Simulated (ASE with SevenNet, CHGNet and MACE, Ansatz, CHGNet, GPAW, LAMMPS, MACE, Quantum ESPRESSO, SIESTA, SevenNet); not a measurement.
## Glassy 55SiO2-9Al2O3-9FeO-9MgO-14CaO-5Na2O (mol %) (63 atoms) in machine-learned potentials

Aim: run glassy 55SiO2-9Al2O3-9FeO-9MgO-14CaO-5Na2O (mol %) (63 atoms) in machine-learned potentials and see how near its forces come to a plane-wave reference, and at what cost.

Calculated with ASE with SevenNet, CHGNet and MACE; the method is named at each step.

### 1. Starting point

The cell holds 63 atoms: 12 Si, 4 Al, 2 Fe, 2 Mg, 3 Ca, 2 Na and 38 O. Its edges and angles: a = 9.297 Å, b = 9.297 Å, c = 9.297 Å, α = 90.0°, β = 90.0°, γ = 90.0°. 63 atoms (12 Si, 4 Al, 2 Fe, 2 Mg, 3 Ca, 2 Na, 38 O) placed at random at 2.67 g/cm³, melted at 3000 K for 20 ps at fixed volume with the Buckingham and Coulomb pair potential of Guillot and Sator (Geochim. Cosmochim. Acta 71, 1249 (2007)) with the boron terms of Wang et al. (J. Non-Cryst. Solids 498, 294 (2018)). Quenched from 3000 K to 300 K at 1000 K/ps and fixed volume, held 10 ps at zero pressure.

The yardstick, on the same geometry:

```
method                                           : Kohn-Sham DFT, PBE, PAW, plane waves (Ansatz 0.2.0); cutoff 420 eV, Γ point, fermi-dirac smearing of 0.05 eV, spin polarised, started with 2 parallel moments, ending at -8.0 μB in the cell; PAW set soft_2
r.m.s. force component                           : 0.996 eV/Å
longest force                                    : 3.843 eV/Å
pressure                                         : 3.122 GPa
gap (highest filled to lowest empty level) : 0.4164 eV
SCF cycles                                       : 25
time                                             : 27 s on 4 threads of Arm Neoverse V1, shared host
CPU time                                         : 1.8 min
```

### 2. SevenNet l3i5 potential

Method: machine-learned interatomic potential SevenNet l3i5, trained on PBE(+U) plane-wave data.

run.py

```python
import numpy as np
from ase.io import read
import mlip  # loads the published weights by name

atoms = read("structure.xyz")
atoms.calc = mlip.calc("7net-l3i5")
energy = atoms.get_potential_energy()
forces = atoms.get_forces()
print(f"energy {energy:.6f} eV")
print("forces (eV/A)")
for i, (a, f) in enumerate(zip(atoms, forces)):
    print(f"{i:4d} {a.symbol:2s} {f[0]:10.5f} {f[1]:10.5f} {f[2]:10.5f}")
stress = -atoms.get_stress(voigt=False) * 160.21766
print("stress (GPa, compression positive)")
for row in stress:
    print(" ".join(f"{x:10.4f}" for x in row))
```

structure.xyz

```xyz
63
Lattice="9.29724 0.00000 0.00000 0.00000 9.29724 0.00000 0.00000 0.00000 9.29724" Properties=species:S:1:pos:R:3 pbc="T T T"
Si 9.18995 3.66293 6.67086
Si 1.29157 6.72441 8.54063
Si 5.03278 6.25249 1.89719
Si 3.76966 0.67015 1.01191
Si 1.24193 0.50493 8.81527
Si 4.92661 0.09818 5.52572
Si 0.60683 1.11037 6.05669
Si 7.79341 4.91573 4.58614
Si 0.44329 9.25512 2.66412
Si 2.35862 7.20564 2.05144
Si 2.76983 4.26836 7.97954
Si 7.51542 6.26002 8.71402
Al 5.26912 5.34805 6.48659
Al 2.86913 1.55757 3.91144
Al 7.07371 4.02115 1.77828
Al 6.97702 8.03049 3.65884
Fe 7.18044 0.42368 1.00615
Fe 3.37806 3.98582 2.30637
Mg 5.25991 7.98986 8.51534
Mg 4.65913 3.46090 5.25564
Ca 5.84462 2.56492 8.27343
Ca 2.54131 7.66576 5.60503
Ca 7.86147 7.52230 6.31469
Na 0.71961 3.26129 1.75978
Na 7.19327 2.07923 4.19092
O 3.49167 6.17513 2.48348
O 8.06433 4.07712 3.25059
O 1.52949 6.54117 0.86250
O 6.41826 4.49029 5.31440
O 5.54673 4.72783 2.09495
O 1.26303 7.89494 3.06140
O 1.39087 3.65949 7.33794
O 7.10848 2.41087 1.19600
O 2.18392 1.17452 5.72691
O 7.67245 6.52387 4.21481
O 6.48882 6.01308 7.44402
O 9.03552 2.42100 5.57621
O 0.13007 8.95306 5.47152
O 4.80463 6.49645 0.31490
O 0.28440 1.09243 7.67738
O 4.17586 4.03407 7.15627
O 8.17469 9.01842 2.93858
O 1.51750 8.31871 8.23066
O 7.51924 5.28251 0.63054
O 5.84964 7.56479 2.48813
O 9.11446 6.23073 8.14717
O 2.41710 5.89873 7.74441
O 3.09421 8.55420 1.48951
O 2.63577 1.18800 9.18056
O 3.89452 0.05616 4.28835
O 4.49624 8.67442 6.92142
O 8.01162 3.52635 7.69942
O 5.28055 1.71869 5.92104
O 6.40933 8.84781 5.10762
O 9.05402 4.93832 5.62130
O 3.22131 3.22149 4.11143
[... 3 atom lines left out ...]
O 4.39360 6.22980 5.36246
O 5.12417 0.44469 0.17497
O 3.88188 1.71906 2.18504
O 0.41642 0.21570 0.97909
```

Started as:

```
> OMP_NUM_THREADS=1 python run.py > output.txt
```

Numbers of over 12 decimals in the logs are rounded to 6 here.

Log:

```text
energy -451.534821 eV
forces (eV/A)
   0 Si   -0.42984   -0.01332    0.88344
   1 Si    0.56861    0.91390    2.04033
   2 Si    1.64917    2.33832   -2.52976
   3 Si   -1.30689   -0.71577   -0.38215
   4 Si   -0.71955   -1.20848    1.70667
   5 Si    0.58401    2.36426    2.24268
   6 Si    0.95597   -1.91664   -1.30362
   7 Si    0.00933    2.74046   -0.68642
   8 Si    1.28851    1.06585   -0.93613
   9 Si   -0.28633    2.98959   -1.84352
  10 Si   -1.65189    0.91401    1.99879
  11 Si    0.43402   -0.21304    1.39397
  12 Al    0.04894    1.96925   -0.46648
  13 Al   -0.41728   -2.23949    0.79617
  14 Al    0.66687    0.70826   -0.88048
  15 Al   -0.69863   -1.42665    0.42665
  16 Fe    0.01944   -0.46639   -0.28698
  17 Fe    0.94712   -0.74870   -0.91100
  18 Mg   -0.06792   -0.09979    0.46174
  19 Mg   -0.37589   -1.48840   -0.50098
  20 Ca    1.00550   -0.41337   -0.39684
  21 Ca    0.80729    0.42768    0.19162
  22 Ca    1.12030    1.09292   -0.38465
  23 Na   -0.21143   -0.20015   -0.20353
[...]
55 O    -0.34741    1.66183   -0.62608
  56 O    -0.46507    1.34918   -0.50823
  57 O    -0.46195    0.11806    0.04819
  58 O     0.11466   -0.80774   -0.47100
  59 O    -1.21225    0.09434    0.05598
  60 O     1.51124    0.41404   -0.11682
  61 O    -0.34958    1.06145    0.98682
  62 O    -0.80784    0.36797   -0.76367
stress (GPa, compression positive)
    2.8621    -0.6821     0.0932
   -0.6821     3.9781     1.7870
    0.0932     1.7870     3.1963
```

The job ended after 10 s (1 thread of Arm Neoverse V1, shared host; peak memory 1.3 GiB).

Banners, paths, timers and routine set-up lines are dropped from the logs unmarked, and long logs keep their key lines alone; longer cuts are marked.

Numbers from this run, and their distance from the reference:

- r.m.s. force component: 0.9772 eV/Å
- r.m.s. difference of force components: 119.1 meV/Å
- longest difference of force vectors: 699.1 meV/Å
- force difference over r.m.s. force: 11.95 %
- slope of forces against the reference's: 0.9742
- correlation of force components: 0.9929
- pressure: 3.345 GPa
- pressure difference: 0.2234 GPa

Length of the force difference by element (eV/Å):

| element | atoms | mean | most |
| --- | --- | --- | --- |
| Al | 4 | 0.24 | 0.38 |
| Ca | 3 | 0.10 | 0.15 |
| Fe | 2 | 0.42 | 0.56 |
| Mg | 2 | 0.13 | 0.17 |
| Na | 2 | 0.047 | 0.057 |
| O | 38 | 0.14 | 0.70 |
| Si | 12 | 0.16 | 0.27 |

Local excerpt of 10 atoms (numbers count through the whole input) about O30, picked at random; x, y, z are measured from there.

```
atom      x      y      z  distance (Å)     Fx     Fy  Fz (eV/Å)
 O30   0.00   0.00   0.00          0.00  -1.70  -0.62       1.68
 Si3  -0.51   1.52  -0.20          1.62   1.65   2.34      -2.53
Al15   1.53  -0.71  -0.32          1.71   0.67   0.71      -0.88
Fe18  -2.17  -0.74   0.21          2.30   0.95  -0.75      -0.91
 O44   1.97   0.55  -1.46          2.52   0.39  -1.16       1.14
 O26  -2.06   1.45   0.39          2.54  -0.77  -1.19       2.23
 O39  -0.74   1.77  -1.78          2.62   0.05  -0.09       0.21
 O27   2.52  -0.65   1.16          2.85   0.20  -0.92      -0.82
 O45   0.30   2.84   0.39          2.88  -1.00  -0.95      -0.69
 O33   1.56  -2.32  -0.90          2.94  -0.08  -0.98      -0.27
```

Atoms are counted from 1 here, from 0 in the log.

Forces lie 12 % from the reference's, at 0.097 times its CPU time (on 1 against 4 cores).

### 3. CHGNet r2SCAN potential

Method: machine-learned interatomic potential CHGNet r2SCAN, trained on r2SCAN plane-wave data.

run.py: that of step 2 with these lines changed.

```diff
@@ -5,3 +5,3 @@
 atoms = read("structure.xyz")
-atoms.calc = mlip.calc("7net-l3i5")
+atoms.calc = mlip.calc("chgnet-r2scan")
 energy = atoms.get_potential_energy()
```

structure.xyz is that of step 2.

Log:

```text
CHGNet vr2scan initialized with 412,525 parameters
CHGNet will run on cpu
energy -604.025879 eV
forces (eV/A)
   0 Si   -0.28206    0.04024    0.72513
   1 Si    0.45586    0.63864    1.37800
   2 Si    1.14282    1.60153   -2.15999
   3 Si   -1.19958   -0.65757   -0.41246
   4 Si   -0.79655   -0.93999    1.34398
   5 Si    0.51210    1.67399    1.90953
   6 Si    0.66198   -1.61477   -0.98147
   7 Si   -0.06292    2.18648   -0.32810
   8 Si    0.98758    0.96870   -0.81913
   9 Si   -0.34479    2.27938   -1.27783
  10 Si   -1.37910    0.77384    1.68114
  11 Si    0.49832   -0.09513    0.69254
  12 Al   -0.20640    1.53633   -0.91371
  13 Al   -0.28230   -1.72545    0.54133
  14 Al    0.55182    0.59716   -0.77691
  15 Al   -0.48277   -0.97769    0.59341
  16 Fe   -0.12864   -0.16036   -0.18013
  17 Fe    0.83914   -0.47536   -0.54522
  18 Mg    0.03328   -0.08303    0.36249
  19 Mg   -0.02464   -0.80905   -0.20618
  20 Ca    0.70471   -0.27969   -0.35244
  21 Ca    0.73766    0.29611    0.11922
  22 Ca    0.67224    0.59738   -0.35946
  23 Na   -0.13785   -0.17767   -0.12007
[...]
55 O    -0.22911    1.19453   -0.92543
  56 O    -0.40660    0.89541   -0.21127
  57 O    -0.35125   -0.11551   -0.00022
  58 O     0.14662   -0.55464   -0.59529
  59 O    -0.81340   -0.20201    0.52723
  60 O     1.29685    0.32258    0.18437
  61 O    -0.34660    0.86367    0.79562
  62 O    -0.42279    0.21223   -0.59068
stress (GPa, compression positive)
   -1.3274    -0.7362    -0.3062
   -0.7362    -1.0160     1.3559
   -0.3062     1.3559    -1.6599
```

Elapsed: 4 s, on 1 thread; peak memory 1.1 GiB.

Against the reference:

```
r.m.s. force component                  : 0.7499 eV/Å
r.m.s. difference of force components   : 320.8 meV/Å
longest difference of force vectors     : 1037 meV/Å
force difference over r.m.s. force      : 32.21 %
slope of forces against the reference's : 0.7316
correlation of force components         : 0.9717
pressure                                : -1.334 GPa
pressure difference                     : -4.457 GPa
```

Against the first run (12 %), the force difference from the reference is 32 %, at 0.38 times the CPU time; this potential was trained at another functional than the reference's, which explains only part of so large a difference.

### 4. MACE MP-0b2 small potential

Method: machine-learned interatomic potential MACE MP-0b2 small, trained on PBE(+U) plane-wave data.

run.py: that of step 3 with these lines changed.

```diff
@@ -5,3 +5,3 @@
 atoms = read("structure.xyz")
-atoms.calc = mlip.calc("chgnet-r2scan")
+atoms.calc = mlip.calc("mace-mp-0b2-small")
 energy = atoms.get_potential_energy()
```

structure.xyz is that of step 3.

Log:

```text
energy -451.856359 eV
forces (eV/A)
   0 Si   -0.38622   -0.17037    0.73731
   1 Si    0.62819    0.91430    2.08784
   2 Si    1.26256    2.15233   -2.21907
   3 Si   -1.16708   -0.64757   -0.40807
   4 Si   -0.85634   -1.17151    1.59589
   5 Si    0.51754    2.27317    2.17184
   6 Si    0.77954   -1.72982   -1.17326
   7 Si    0.11920    2.71406   -0.55234
   8 Si    1.04599    1.11921   -1.07019
   9 Si    0.05937    2.55712   -1.70048
  10 Si   -1.64209    0.88715    1.80217
  11 Si    0.36408   -0.31358    1.23582
  12 Al   -0.13394    2.01109   -0.50737
  13 Al   -0.37105   -2.20359    0.79483
  14 Al    0.59189    0.60103   -0.95827
  15 Al   -0.62908   -1.31080    0.19566
  16 Fe    0.12135   -0.58243   -0.32911
  17 Fe    0.94790   -0.52239   -0.84821
  18 Mg   -0.10732    0.00416    0.45951
  19 Mg   -0.52456   -1.42856   -0.48091
  20 Ca    0.88520   -0.44285   -0.46689
  21 Ca    0.95900    0.28015    0.12448
  22 Ca    1.10450    1.03950   -0.28365
  23 Na   -0.23836   -0.12844   -0.26389
[...]
55 O    -0.18969    1.49350   -0.56462
  56 O    -0.44056    1.26768   -0.41304
  57 O    -0.48692    0.16932    0.00478
  58 O     0.13089   -0.85649   -0.43168
  59 O    -1.33032    0.20716    0.04986
  60 O     1.42509    0.47900   -0.11031
  61 O    -0.28643    1.07551    0.98520
  62 O    -0.60268    0.40384   -0.61127
stress (GPa, compression positive)
    2.8111    -0.7731     0.2016
   -0.7731     3.8131     1.6186
    0.2016     1.6186     3.1699
```

Elapsed: 6.6 s, on 1 thread; peak memory 0.67 GiB.

Compared with the plane-wave run:

| Property | Result |
| --- | --- |
| r.m.s. force component | 0.9323 eV/Å |
| r.m.s. difference of force components | 150.7 meV/Å |
| longest difference of force vectors | 806.3 meV/Å |
| force difference over r.m.s. force | 15.13 % |
| slope of forces against the reference's | 0.9266 |
| correlation of force components | 0.99 |
| pressure | 3.265 GPa |
| pressure difference | 0.1426 GPa |

Against the first run (12 %), the force difference from the reference is 15 %, at 0.65 times the CPU time.

### 5. All runs compared

Differences are against the plane-wave reference, forces as r.m.s. over components; share is that over the reference's r.m.s. force, slope the least-squares factor from reference forces to these. Total energies of different programs have different zeros and aren't compared.

```csv
run,"Δ force, r.m.s. (meV/Å)",share (%),slope,Δ pressure (GPa),cores,CPU time,memory (GiB)
reference,-,-,-,-,4,1.8 min,1.5
SevenNet l3i5 potential,119,12.0,0.974,0.223,1,10 s,1.3
CHGNet r2SCAN potential,321,32.2,0.732,-4.46,1,3.9 s,1.1
MACE MP-0b2 small potential,151,15.1,0.927,0.143,1,6.6 s,0.67
```

Times of the machine-learned potentials are mostly Python's start and the loading of weights.

CPU time is summed over cores on a shared host, where runs went side by side, so it is rough. Symmetry, cutoffs, thresholds, outputs and thread counts weren't matched or tuned between programs; memory under MPI is the largest rank's times the ranks.

### 6. What came out

```json
{
 "nearest in forces": "SevenNet l3i5 potential, 12 %",
 "its CPU time": "10 s"
}
```

**Reading.** Machine-learned potentials differ by 12 % (SevenNet l3i5 potential) to 32 % (CHGNet r2SCAN potential); they were trained on other programs' data, some at another functional, the PBE(+U) sets with a Hubbard term on some transition metals in oxides and fluorides. Machine-learned potentials mimic data converged in k, so the reference's own k-point error enters their differences. In the spin-polarised runs the search for a state of lower energy was switched off. The quench rate of 1000 K/ps is many orders above laboratory rates, so the cell is likely richer in defects and strain than a real sample. The network of bonds at the start is that of the classical potential that made the cell, and needn't be the one that DFT or experiment would give. The run was spin polarised, started with 2 parallel moments, ending at -8.0 μB in the cell; that starting order needn't be the real material's, and it bears on forces, charges and levels. With open d shells in the cell, the gap can be one between d levels of these ions, not the gap of the host. Without a Hubbard term or exact exchange, open shells on Fe are likely too delocalised. The electronic-structure runs sample only Γ, in a cell whose shortest periodic width is 9 Å.

[Also dropped from logs without a mark: logging warnings of Python, and SIESTA's first energy breakdown and zero terms.]

[Logs are printed without paths, hosts, clocks, repeated set-up lines and the standing remarks that a program may print on its own settings, such as how far it seeks lower states.]

[Hosts, paths, dates, database ids (printed as entryN), source tags and the programs' standing remarks are cut or masked in the printed files.]
